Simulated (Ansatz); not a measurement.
# Changed inputs in constrained RPA: NaCuCl3 (cubic perovskite) (Pm-3m), part 2 of 2

Wanted: the sensitivity and cost of U and J for NaCuCl3 (cubic perovskite) (Pm-3m).

Ansatz 0.2.0; constrained RPA on PBE, plane waves, PAW.

So far. Step 3 (Changed: 2×2×2 mesh): On the Cu d shell, screening brings the on-site interaction from 27.5 eV down to U = 9.16 eV. Step 4 (Changed: accuracy high): On the Cu d shell, screening brings the on-site interaction from 27.5 eV down to U = 9.20 eV.

The structure was built from a prototype and need not be the compound's stable phase.

### Step 6. Changed: a keyword of another program

Input file input.yaml:

```yaml
crystal:
  lattice:
    - [0.0, -4.80204177, 0.0]
    - [0.0, 0.0, 4.80204177]
    - [-4.80204177, 0.0, 0.0]
  atoms:
    - { symbol: Na, position: [0.0, 0.0, 0.0] }
    - { symbol: Cu, position: [0.5, 0.5, 0.5] }
    - { symbol: Cl, position: [0.5, 0.5, 0.0] }
    - { symbol: Cl, position: [0.5, 0.0, 0.5] }
    - { symbol: Cl, position: [0.0, 0.5, 0.5] }
kpoints:
  mp_grid: { grid: [6, 6, 6] }
hamiltonian:
  xc: pbe
scf:
  occupations: { method: gaussian, width: 0.08 }
  n_extra_bands: 19
  max_iter: 150
  lower_state_search: "off"
output:
  crpa:
    kmesh: [4, 4, 4]
    target_bands: [v14, v1]
    projections: [{ species: Cu, l: d, shell: 3 }, { species: Cl, l: p, shell: 3 }]
    NCRPA_BANDS: 1
```

Run with:

```bash
> ansatz run input.yaml --threads 4 --pin off --max-ram 9216MiB --backend cpu --events-out ev --progress --plain --runs-dir out
```

Numbers of over 12 decimals in the logs are rounded to 6 here.

What it wrote:

```text
Error: YAML parse error: error: line 26 column 5: unknown field `NCRPA_BANDS`, expected one of accuracy, bounded_pairs, pair_densities, n_empty_bands, n_guard_bands, ecut_chi, kmesh, target_bands, projections
  --> <input>:26:5
   |
24 |     target_bands: [v14, v1]
25 |     projections: [{ species: Cu, l: d, shell: 3 }, { species: Cl, l: …
26 |     NCRPA_BANDS: 1
   |     ^ unknown field `NCRPA_BANDS`, expected one of accuracy, bounded_pairs, pair_densities, n_empty_bands, n_guard_bands, ecut_chi, kmesh, target_bands, projections
```

Run time: 0.02 s. Hardware: 4 threads of Intel Xeon Platinum 8375C at 2.90GHz (Ice Lake), shared host; peak memory 0.032 GiB.

The input was rejected at the start.

The program's message: “Error: YAML parse error: error: line 26 column 5: unknown field `NCRPA_BANDS`, expected one of accuracy, bounded_pairs, pair_densities, n_empty_bands, n_guard_bands, ecut_chi, kmesh, target_bands, pro …”

The fault put into this input: a keyword of another program.

### Step 7. Changed: volume +6 %

The cell differs from the one that the last finished run ended in (a 4.802 → 4.896 Å, b 4.802 → 4.896 Å, c 4.802 → 4.896 Å).

input.yaml, the sections that differ from step 6:

```yaml
crystal:
  lattice:
    - [0.0, -4.8962233625, 0.0]
    - [0.0, 0.0, 4.8962233625]
    - [-4.8962233625, 0.0, 0.0]
  atoms:
    - { symbol: Na, position: [0.0, 0.0, 0.0] }
    - { symbol: Cu, position: [0.5, 0.5, 0.5] }
    - { symbol: Cl, position: [0.5, 0.5, 0.0] }
    - { symbol: Cl, position: [0.5, 0.0, 0.5] }
    - { symbol: Cl, position: [0.0, 0.5, 0.5] }
output:
  crpa:
    kmesh: [4, 4, 4]
    target_bands: [v14, v1]
    projections: [{ species: Cu, l: d, shell: 3 }, { species: Cl, l: p, shell: 3 }]
  local_orbitals:
    kmesh: [8, 8, 8]
    orbitals: [{ species: Cu, l: d, shell: 3 }, { species: Cl, l: p, shell: 3 }]
    window: { bands: [v14, v1] }
    seedname: lo
# kpoints, hamiltonian, scf: as in step 6
```

What it wrote:

```text
[...]
Crystal: 5 atoms, lattice volume = 117.377 Å³
Basis set: ecut = 420 eV, 2301 PW (Γ)
Bands: 44, of which v1, the nominal top of the filled ones, is band 25 counted from 1 (24 counted from 0)
Symmetry: 48 space group operations
[...]
k-points: 20 of 216
[...]
screened: U = 5.9130 eV, U' = 4.8859 eV, J = 0.4878 eV
      screened, to within: U = 7.8e-3 eV, U' = 7.7e-3 eV, J = 6.3e-4 eV
      bare: V = 13.5520 eV, V' = 12.0488 eV, J = 0.7133 eV
    Site 4, 3P, 3 of 3 p orbitals (Wannier functions 12, 13, 14; wannier90's mr 1, 2, 3):
      screened: U = 5.9130 eV, U' = 4.8859 eV, J = 0.4878 eV
      screened, to within: U = 7.8e-3 eV, U' = 7.7e-3 eV, J = 6.3e-4 eV
      bare: V = 13.5520 eV, V' = 12.0488 eV, J = 0.7133 eV
[...]
[key lines of the parts left out:]
SCF converged after 8 iterations
Free energy (F): -11354.714372 eV
Fermi energy:    3.213798 eV
```

It took 3.6 min on 4 threads; peak memory 1 GiB.

Numbers from this step:

```yaml
u: 9.308 eV
u_prime_inter_orbital: 7.715 eV
j: 0.7977 eV
bare_v: 27.51 eV
bare_j: 0.9541 eV
stated_bound_on_u: 0.02972 eV
u_over_bare_v: 0.3384
electrons_in_the_window: 27.00
head_of_the_constrained_inverse_dielectric_matrix: 0.3607
least_eigenvalue_of_the_projection_s_overlap: 0.7042
target_functions: 14
bands_in_the_sums: 50
r_m_s_miss_of_the_model_bands: 2.61e-5 eV
width_of_the_target_bands: 6.540 eV
weight_of_the_projected_orbitals_in_the_window: 0.9707
```

On the Cu d shell, screening brings the on-site interaction from 27.5 eV down to U = 9.31 eV.

### Step 8. Changed: volume -6 %

The cell differs from the one that the last finished run ended in (a 4.896 → 4.704 Å, b 4.896 → 4.704 Å, c 4.896 → 4.704 Å).

Edit input.yaml of step 7 so:

```diff
@@ -2,5 +2,5 @@
   lattice:
-    - [0.0, -4.8962233625, 0.0]
-    - [0.0, 0.0, 4.8962233625]
-    - [-4.8962233625, 0.0, 0.0]
+    - [0.0, -4.7040134114, 0.0]
+    - [0.0, 0.0, 4.7040134114]
+    - [-4.7040134114, 0.0, 0.0]
   atoms:
```

What it wrote:

```text
[...]
Crystal: 5 atoms, lattice volume = 104.089 Å³
Basis set: ecut = 420 eV, 2007 PW (Γ)
Bands: 44, of which v1, the nominal top of the filled ones, is band 25 counted from 1 (24 counted from 0)
Symmetry: 48 space group operations
[...]
k-points: 20 of 216
[...]
screened: U = 5.8446 eV, U' = 4.8137 eV, J = 0.4906 eV
      screened, to within: U = 7.5e-3 eV, U' = 7.4e-3 eV, J = 6.5e-4 eV
      bare: V = 13.6256 eV, V' = 12.1120 eV, J = 0.7187 eV
    Site 4, 3P, 3 of 3 p orbitals (Wannier functions 12, 13, 14; wannier90's mr 1, 2, 3):
      screened: U = 5.8446 eV, U' = 4.8137 eV, J = 0.4906 eV
      screened, to within: U = 7.5e-3 eV, U' = 7.4e-3 eV, J = 6.5e-4 eV
      bare: V = 13.6256 eV, V' = 12.1120 eV, J = 0.7187 eV
[...]
[key lines of the parts left out:]
SCF converged after 8 iterations
Free energy (F): -11354.712703 eV
Fermi energy:    4.672664 eV
```

It took 3.3 min on 4 threads; peak memory 0.97 GiB.

This step gave:

| Quantity | Value |
| --- | --- |
| U | 9.056 eV |
| U prime (inter-orbital) | 7.473 eV |
| J | 0.7919 eV |
| bare V | 27.41 eV |
| bare J | 0.9494 eV |
| stated bound on U | 0.02657 eV |
| U over bare V | 0.3304 |
| electrons in the window | 27.00 |
| head of the constrained inverse dielectric matrix | 0.3468 |
| least eigenvalue of the projection's overlap | 0.7043 |
| target functions | 14 |
| bands in the sums | 50 |
| r.m.s. miss of the model bands | 3.73e-5 eV |
| width of the target bands | 7.627 eV |
| weight of the projected orbitals in the window | 0.9694 |

On the Cu d shell, screening brings the on-site interaction from 27.4 eV down to U = 9.06 eV.

### Step 9. Side by side

Times are wall times on 4 threads of Intel Xeon Platinum 8375C at 2.90GHz (Ice Lake), shared host, good to a factor of about two.

| run | bare V (eV) | U (eV) | J (eV) | bound on U (eV) | width (eV) | time |
| --- | --- | --- | --- | --- | --- | --- |
| target window | 27.46 | 9.191 | 0.795 | 0.0285 | 7.05 | 3.7 min |
| 2×2×2 mesh | 27.48 | 9.158 | 0.795 | 0.0276 | 7.05 | 23 s |
| accuracy high | 27.46 | 9.198 | 0.795 | 0.0025 | 7.05 | 6.3 min |
| volume +6 % | 27.51 | 9.308 | 0.798 | 0.0297 | 6.54 | 3.6 min |
| volume -6 % | 27.41 | 9.056 | 0.792 | 0.0266 | 7.63 | 3.3 min |

### Step 10. What came out

```
target window : U 9.19 eV, J 0.80 eV
2×2×2 mesh    : U 9.16 eV, J 0.79 eV
accuracy high : U 9.20 eV, J 0.80 eV
volume +6 %   : U 9.31 eV, J 0.80 eV
volume -6 %   : U 9.06 eV, J 0.79 eV
```

In words: 2×2×2 mesh moves U by −0.03 eV (within the solver's bounds, for the mean over orbitals) at 0.10 times the time. Accuracy high moves U by +0.01 eV (within the solver's bounds, for the mean over orbitals). Volume +6 % moves U by +0.12 eV. Volume -6 % moves U by −0.14 eV. The printed bound covers the solver alone, not the mesh, and no denser mesh than the base was run. The parent state is non-magnetic and the interaction static (zero frequency); U depends on the window and the orbitals, so it belongs to this model alone. A window that holds the anion p bands defines a model with explicit ligands; its U belongs to that model and is not the U of DFT+U.

[Paths, hosts, dates, memory and timing lines, banners, echoed tables and standing remarks are left out of the program output.]

[Logs are printed without paths, hosts, clocks, repeated set-up lines and the standing remarks that a program may print on its own settings, such as how far it seeks lower states.]

[Runs of the session that timed out or met a known fault of the program may be left out.]

[Hosts, paths, dates, database ids (printed as entryN), source tags and the programs' standing remarks are cut or masked in the printed files.]
